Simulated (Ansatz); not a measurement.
**Quasiparticle gap of Cs2LiScF6 (Fm-3m)**

How far does one-shot GW move the PBE gap of Cs2LiScF6 (Fm-3m)?

Program: Ansatz 0.2.0. Level of theory: PBE, then G0W0 on it, plane waves, PAW. Results are calculated unless marked as measured.

### 1. The starting structure

The structure is cubic, space group Fm-3m (No. 225). Conventional cell: a = 8.791 Å, b = 8.791 Å, c = 8.791 Å, α = 90.00°, β = 90.00°, γ = 90.00°. Nearest to Cs lie 12 F at 3.11 Å. Nearest to Li lie 6 F at 2.33 Å. Nearest to Sc lie 6 F at 2.06 Å. Nearest to F lie 1 Sc at 2.06 Å and 1 Li at 2.33 Å and 4 Cs at 3.11 Å. Farther neighbours and most contacts between anions are not listed.

The cell and positions are those that the Materials Project relaxed with its own functionals (PBE, PBE+U or r2SCAN), kept fixed. Spin-orbit coupling is left out unless a step names it.

### 2. Bands along the symmetry lines

Levels along a band path and on the mesh show where this functional puts the band edges.

This step: DFT, PBE, plane waves, PAW; PAW set soft_1.

input.yaml

```yaml
crystal:
  lattice:
    - [0.0, 4.3957373378, 4.3957373378]
    - [4.3957373378, 0.0, 4.3957373378]
    - [4.3957373378, 4.3957373378, 0.0]
  atoms:
    - { symbol: Cs, position: [0.75, 0.75, 0.75] }
    - { symbol: Cs, position: [0.25, 0.25, 0.25] }
    - { symbol: Li, position: [0.5, 0.5, 0.5] }
    - { symbol: Sc, position: [0.0, 0.0, 0.0] }
    - { symbol: F, position: [0.76533224, 0.23466776, 0.23466776] }
    - { symbol: F, position: [0.23466776, 0.23466776, 0.76533224] }
    - { symbol: F, position: [0.23466776, 0.76533224, 0.76533224] }
    - { symbol: F, position: [0.23466776, 0.76533224, 0.23466776] }
    - { symbol: F, position: [0.76533224, 0.23466776, 0.76533224] }
    - { symbol: F, position: [0.76533224, 0.76533224, 0.23466776] }
kpoints:
  mp_grid: { grid: [4, 4, 4] }
  band_path:
    path:
      - [[0.0, 0.0, 0.0], [0.5, 0.0, 0.5], [0.625, 0.25, 0.625]]
      - [[0.375, 0.375, 0.75], [0.0, 0.0, 0.0], [0.5, 0.5, 0.5], [0.5, 0.25, 0.75], [0.5, 0.0, 0.5]]
    npoints: 10
hamiltonian:
  xc: pbe
  pseudopotentials: { kind: paw, azcp: { folder: soft_1 } }
scf:
  occupations: { method: fermi_dirac, width: 0.02 }
  n_extra_bands: 7
output:
  eigenvalues: true
  forces: true
  stress: true
  write_density: true
  write_potential: true
  elf: true
  volumetric_format: npy
```

Launch:

```console
> ansatz run input.yaml --threads 2 --pin off --max-ram 92160MiB --backend cuda --events-out ev --progress --plain --runs-dir out --devices 1 --max-vram 13GiB
```

Numbers of over 12 decimals in the logs are rounded to 6 here.

The log of the run:

```text
scf.n_extra_bands = 7 over 37 filled bands (N_el = 74.0): the run solves 44 bands
GPUs: using 1 of 1 available (devices: 1).
Engine: ansatz 0.2.0, x86_64-unknown-linux-gnu
Pseudopotentials: kind: paw
Pseudopotential: Cs, paw, valence charge 9, recommended cutoff 420 eV (normal), soft_1/Cs.paw.azcp
Pseudopotential: Li, paw, valence charge 3, recommended cutoff 420 eV (normal), soft_1/Li.paw.azcp
Pseudopotential: Sc, paw, valence charge 11, recommended cutoff 420 eV (normal), soft_1/Sc.paw.azcp
Pseudopotential: F, paw, valence charge 7, recommended cutoff 420 eV (normal), soft_1/F.paw.azcp
Functional definition: PBE
  parameter kappa = 0.804
  parameter beta = 0.066725
  exchange = pbe_x(kappa = kappa, mu = beta*pi^2/3)
  correlation = pbe_c(beta = beta)
device memory: the entry about to start is reckoned to put 3.0 GiB on a device that reports 57.6 GiB free (of which the cap on the GPU budget leaves the run 13.0 GiB)
GPU FFT provider: cuFFT
GPU libraries: cuBLAS 13.8.2, cuFFT 12.4.0, cuSOLVER 12.3.4
Crystal: 10 atoms, lattice volume = 169.873 Å³
Basis set: ecut = 420 eV, 3287 PW (Γ), exchange–correlation on 90×90×90 points (8 copies of the dense FFT grid, shifted against one another)
Bands: 44, of which v1, the nominal top of the filled ones, is band 37 counted from 1 (36 counted from 0)
Symmetry: 48 space group operations
Space group: Fm-3m (ITA 225), of the structure as read, at distance tolerance 5.5e-5 Å
k-points: 8 of 64
Non-local potential: Cs, projectors of the file, l = 0: 3, l = 1: 2, l = 2: 2, l = 3: 2
Non-local potential: Li, projectors of the file, l = 0: 3, l = 1: 2, l = 2: 1
Non-local potential: Sc, projectors of the file, l = 0: 3, l = 1: 2, l = 2: 3, l = 3: 1
Non-local potential: F, projectors of the file, l = 0: 2, l = 1: 2, l = 2: 1
PAW form: soft (Blöchl's): semilocal exchange-correlation on the pseudo side does not see the compensation charge
PAW one-centre angular grid: Cs, 194 points (default); XC on 64 Gauss nodes
PAW one-centre angular grid: Li, 110 points (default); XC on 96 Gauss nodes
PAW one-centre angular grid: Sc, 590 points (default); XC on 64 Gauss nodes
PAW one-centre angular grid: F, 110 points (default); XC on 64 Gauss nodes
Initial density: superposition of atomic densities (chi_scale 0.1, normalization cell, long waves kept (reshape's long-wave potential 0.00 eV rms))
Initial wavefunctions: pseudopotential atomic-orbital guess
GPU buffer pool allocated for 91125 grid points (all kernels)
GPU transforms: local potential and band sums: pruned to the plane-wave sphere, on 45×45×45
Functional: x = pbe(κ = 0.804, μ = 0.219515), c = pbe(β = 0.066725)
SCF iter   1: F=—  HF=-18555.696926 eV  |F-HF|=—  |Δ(HF+E_count)|=         —  Δρ=1.45e-1  dr2=3.56e1  ethr=3.10e-3  ⟨swp⟩=7.5  Hψ=1433  notcnv=0
preconditioner: auto → Resta (q_TF=auto, 2.375 Å⁻¹)  ε∞=4.8  [insulator: Δε(μ)=2.796 eV  Ē_g=11.724 eV  σ=0.020 eV  W_gap=1.00  n_scr=50 (ndim 8)  ℏωp=22.8 eV  f_vac=0.001  D(μ)=0.00/eV (n_scr^D=0)  ε∞_Penn≈4.8]
SCF iter   2: F=—  HF=-18550.231206 eV  |F-HF|=—  |Δ(HF+E_count)|=    5.47e0  Δρ=4.58e-2  dr2=6.15e0  ethr=3.10e-3  ⟨swp⟩=3.0  Hψ=739  notcnv=0  defer=15
SCF iter   3: F=—  HF=-18549.058686 eV  |F-HF|=—  |Δ(HF+E_count)|=    1.17e0  Δρ=1.93e-2  dr2=1.27e0  ethr=3.10e-3  ⟨swp⟩=3.0  Hψ=774  notcnv=0  defer=13
SCF iter   4: F=—  HF=-18548.741280 eV  |F-HF|=—  |Δ(HF+E_count)|=   3.17e-1  Δρ=5.63e-3  dr2=8.90e-2  ethr=1.72e-3  ⟨swp⟩=3.8  Hψ=738  notcnv=0  defer=13
SCF iter   5: F=—  HF=-18548.731674 eV  |F-HF|=—  |Δ(HF+E_count)|=   9.61e-3  Δρ=1.17e-3  dr2=2.38e-3  ethr=1.20e-4  ⟨swp⟩=4.1  Hψ=732  notcnv=0  defer=13
SCF iter   6: F=—  HF=-18548.731057 eV  |F-HF|=—  |Δ(HF+E_count)|=   6.17e-4  Δρ=1.86e-4  dr2=9.82e-5  ethr=3.22e-6  ⟨swp⟩=2.5  Hψ=628  notcnv=0  defer=13
SCF iter   7: F=—  HF=-18548.731560 eV  |F-HF|=—  |Δ(HF+E_count)|=   5.03e-4  Δρ=5.08e-5  dr2=6.76e-6  ethr=1.33e-7  ⟨swp⟩=2.0  Hψ=605  notcnv=0  defer=13
SCF iter   8: F=—  HF=-18548.731561 eV  |F-HF|=—  |Δ(HF+E_count)|=   8.82e-7  Δρ=1.40e-5  dr2=3.96e-7  ethr=9.14e-9  ⟨swp⟩=2.0  Hψ=548  notcnv=0  defer=13
SCF iter   9: F=-18548.731561 eV  HF=-18548.731561 eV  |F-HF|=2.64e-9  |Δ(HF+E_count)|=   5.34e-8  Δρ=1.83e-6  dr2=8.11e-9  ethr=1.35e-10  ⟨swp⟩=16.5  Hψ=2784  notcnv=0
SCF 1 converged in 9 iterations: F = -18548.731561 eV  dr2 = 8.11e-9
  greatest PAW one-centre occupation: 1.000 electrons in one spin orbital (limit 2), on the Li atom at site 2 (counted from 0), in its partial waves of l = 0
device memory: the entry about to start is reckoned to put 2.4 GiB on a device that reports 56.2 GiB free (of which the cap on the GPU budget leaves the run 13.0 GiB)
NSCF: frozen V_eff on 62 k-points
SCF converged after 9 iterations
Free energy (F): -18548.731561 eV
Harris-Foulkes:  -18548.731561 eV  (|F-HF|=2.64e-9)
Internal energy: -18548.731561 eV  (E = F + TS)
E sigma→0 (E₀):  -18548.731561 eV
Fermi energy:    5.550790 eV
--- Per-component energies (eV) ---
  E_band       = -535.868385
  E_kinetic    = 1698.872865
  E_local      = -5546.298270  (includes V_loc(G=0)·N_el)
  E_nonlocal   = 686.239758
  E_hartree    = 2127.221858
  E_xc         = -921.588122
  E_vxc        = -992.044232  (∫ρ·V_xc dr)
  E_paw        = -12362.226588  (= ΣΔE_a)
  E_vpaw       = -637.087356  (= ΣTr[D̂ρ^β])
  E_aug_tail   = 0.004553  (compensation charges beyond the density's cutoff)
  E_ewald      = -4230.957613
  E_smearing   = -0.000000  (= −TS)
  E_closure    = 0.000000  (closes the sum)
  Σ components = -18548.731561   (vs F -18548.731561, Δ=0.00e0)
--- Forces (eV/Å), atoms counted from 1 ---
  atom   1  Cs     0.00000000    -0.00000000     0.00000000
  atom   2  Cs     0.00000000    -0.00000000     0.00000000
  atom   3  Li     0.00000000    -0.00000000    -0.00000000
  atom   4  Sc     0.00000000    -0.00000000     0.00000000
  atom   5  F     -0.04730720    -0.00000000     0.00000000
  atom   6  F      0.00000000    -0.00000000    -0.04730720
  atom   7  F      0.04730720     0.00000000     0.00000000
  atom   8  F      0.00000000    -0.04730720    -0.00000000
  atom   9  F     -0.00000000     0.04730720     0.00000000
  atom  10  F     -0.00000000    -0.00000000     0.04730720
  max |Σ_I F_I| component: 4.16e-17 eV/Å
--- Stress (GPa, compression-positive) ---
       -0.177316       0.000000      -0.000000
       -0.000000      -0.177316       0.000000
       -0.000000       0.000000      -0.177316
  P = ⅓ Tr σ = -0.1773 GPa (-1.773 kbar)
--- Band table (eV; the first three rows and the last of 8) ---
  k-point 0: bands = [... 33 lower, 2.1833, 2.1927, 2.1927, 2.1927, 8.8841, 8.8841, 8.8841, 9.8029, ... 3 higher]
  k-point 1: bands = [... 33 lower, 2.0868, 2.1387, 2.1930, 2.1930, 8.9134, 8.9134, 8.9173, 10.4738, ... 3 higher]
  k-point 2: bands = [... 33 lower, 2.1086, 2.1086, 2.1098, 2.1098, 8.9373, 8.9373, 8.9589, 10.7379, ... 3 higher]
  k-point 7: bands = [... 33 lower, 1.9228, 1.9585, 2.1220, 2.1220, 8.9682, 8.9682, 9.0136, 10.4555, ... 3 higher]
```

Elapsed: 7.7 s, on 1 × NVIDIA H100 80GB HBM3 (shared by 6 runs) with 2 threads of AMD EPYC 7R13 (Zen 3), shared host; peak memory 0.99 GiB; 11 s of CPU time.

This step gave:

```
pressure             : -0.1773 GPa
filled bands         : 37
gap                  : 6.670 eV
valence top at       : k = (0.112, 0.112, 0.225)
conduction bottom at : Γ
least direct gap     : 6.680 eV
```

Over mesh and path the gap is 6.670 eV, from k = (0.112, 0.112, 0.225) to k = Γ. The least direct gap found is 6.680 eV, at k = (0.075, 0.075, 0.150). On the 4×4×4 mesh alone the same run gives 6.688 eV, so that mesh misses an edge of PBE: 6.688 − 6.670 = +0.018 eV.

Electronic bands along the path, in eV, zero at the top of the highest nominally filled band:

| point | band 34 | band 35 | band 36 | band 37 | band 38 | band 39 | band 40 | band 41 |
| --- | --- | --- | --- | --- | --- | --- | --- | --- |
| Γ | -0.03 | -0.02 | -0.02 | -0.02 | 6.67 | 6.67 | 6.67 | 7.59 |
| halfway | -0.16 | -0.08 | -0.08 | -0.03 | 6.69 | 6.73 | 6.73 | 8.26 |
| X | -0.24 | -0.17 | -0.17 | -0.03 | 6.71 | 6.80 | 6.80 | 8.06 |
| halfway | -0.23 | -0.22 | -0.18 | -0.03 | 6.72 | 6.80 | 6.80 | 8.10 |
| U | -0.21 | -0.21 | -0.20 | -0.03 | 6.73 | 6.78 | 6.79 | 8.21 |
| jump to K | -0.21 | -0.21 | -0.20 | -0.03 | 6.73 | 6.78 | 6.79 | 8.21 |
| halfway | -0.19 | -0.09 | -0.08 | -0.01 | 6.71 | 6.72 | 6.72 | 8.47 |
| Γ | -0.03 | -0.02 | -0.02 | -0.02 | 6.67 | 6.67 | 6.67 | 7.59 |
| halfway | -0.13 | -0.08 | -0.02 | -0.02 | 6.70 | 6.70 | 6.70 | 8.26 |
| L | -0.11 | -0.11 | -0.10 | -0.10 | 6.72 | 6.72 | 6.74 | 8.52 |
| halfway | -0.23 | -0.20 | -0.09 | -0.07 | 6.74 | 6.75 | 6.77 | 8.36 |
| W | -0.29 | -0.26 | -0.09 | -0.09 | 6.75 | 6.75 | 6.80 | 8.24 |
| halfway | -0.24 | -0.21 | -0.19 | -0.04 | 6.73 | 6.79 | 6.80 | 8.14 |
| X | -0.24 | -0.17 | -0.17 | -0.03 | 6.71 | 6.80 | 6.80 | 8.06 |

Valence density in the ac plane of the conventional cell at fractional y = 0.000, with atoms of Li and Sc and F within 0.2 Å of it. It is the smooth field of the valence electrons, not physical close to the nuclei.

Ten even steps from '_' (0 e/Å³) to '@' (13 e/Å³), each cell a mean:
```
++--____..++**::________--::______..==**--____..==
::..______....______________________....________..
__________________________________________________
..________________________________________________
++::____________________....__________________..==
@@--__________________::##++..________________..##
==..__________________--@@**..__________________--
______________________..::::______________________
__________________________________________________
__________________________________________________
..________..--::______::----..____..--::__________
++..______--%%##::____==**++::____==@@++..______--
--________::**++..____--++==..____--**==________::
____________....______..::..________..____________
__________________________________________________
________________________..________________________
..____________________::++==..__________________..
##::__________________--@@##..________________..++
@@--__________________..==--__________________..**
::..____________________________________________::
__________________________________________________
__________________________________________________
--::______::--..________..__________::--..____..--
**--____::##%%--______..++--______..**@@==____::++
```
Columns run along a (8.8 Å), rows up along c (8.8 Å), edges of the conventional cell, whose origin can differ from the input's. Atoms in or near the plane, at fractional coordinates: Li at (0.50, 0.00), Li at (0.00, 0.50), Sc at (0.00, 0.00), Sc at (0.50, 0.50), F at (0.23, 0.00), F at (0.73, 0.50), F at (0.00, 0.23), F at (0.50, 0.73), F at (0.77, 0.00), F at (0.27, 0.50), F at (0.50, 0.27), F at (0.00, 0.77).

Electrostatic potential energy in the ac plane of the conventional cell at fractional y = 0.000, with atoms of Li and Sc and F within 0.2 Å of it. With pseudopotentials it is smooth inside the atoms' cores, unlike the true potential.

Values in eV, 13 rows by 16 columns, each cell a mean:
```
-36 -14   1 -21 -17   8   5 -11 -17   2   8  -7 -25  -4  -5 -32
 -3   4   8  10  10  10   9   7   7   8  10  10  10   9   6  -1
-31   1  10   9   9  10  10  -7 -13   7  10   9   9  10   8 -23
-24   4  10   9   9  10   7 -28 -36  -1  10   9   9  10   9 -17
  8   9  10  10  10   9   7  -1  -5   6   9  10  10  10   9   8
 -8   4   9   0 -13   2  -2 -24 -28  -8   4 -10  -6   9   6  -5
-29  -2   8 -19 -39 -14 -10 -39 -41 -21  -5 -36 -31   5   4 -21
 -1   6   9   6  -2   6   1 -15 -19  -3   6   0   3  10   7   1
  5   9  10  10  10  10   8  -6 -12   6   9  10  10  10  10   7
-33   1  10   9   9  10   7 -29 -36  -1  10   9   9  10   8 -25
-21   4  10  10  10  10  10   1  -3   9  10  10  10  10   8 -15
 -9   1   8   7   8  10   8   5   4   7   9   9   7   8   4  -6
-40 -18  -2 -31 -26   6   4 -18 -24  -1   8 -15 -34 -10  -8 -37
```
Columns run along a (8.8 Å; values clipped at the 3rd and 97th percentile), rows up along c (8.8 Å), edges of the conventional cell, whose origin can differ from the input's. Atoms in or near the plane, at fractional coordinates: Li at (0.50, 0.00), Li at (0.00, 0.50), Sc at (0.00, 0.00), Sc at (0.50, 0.50), F at (0.23, 0.00), F at (0.73, 0.50), F at (0.00, 0.23), F at (0.50, 0.73), F at (0.77, 0.00), F at (0.27, 0.50), F at (0.50, 0.27), F at (0.00, 0.77).

(Part 1 of 2 ends here.)

[Paths, hosts, dates, memory and timing lines, banners, echoed tables and standing remarks are left out of the program output.]

[Logs are printed without paths, hosts, clocks, repeated set-up lines and the standing remarks that a program may print on its own settings, such as how far it seeks lower states.]

[Runs of the session that timed out or met a known fault of the program may be left out.]

[Cells called generated may have been cut or substituted from an entry of the Crystallography Open Database or the Materials Project.]

[Hosts, paths, dates, database ids (printed as entryN), source tags and the programs' standing remarks are cut or masked in the printed files.]

[Where an RPA ε∞ is given, it is that of the G0W0 mesh and is not shown converged in it. Names of k-points follow the symmetry that the program found, which can be lower than the space group named. Band edges on a path are those of the sampled points; other points can move an edge, and change direct to indirect where valleys lie close.]

[Hybrid gaps are those of their k-mesh and are not shown converged in it.]
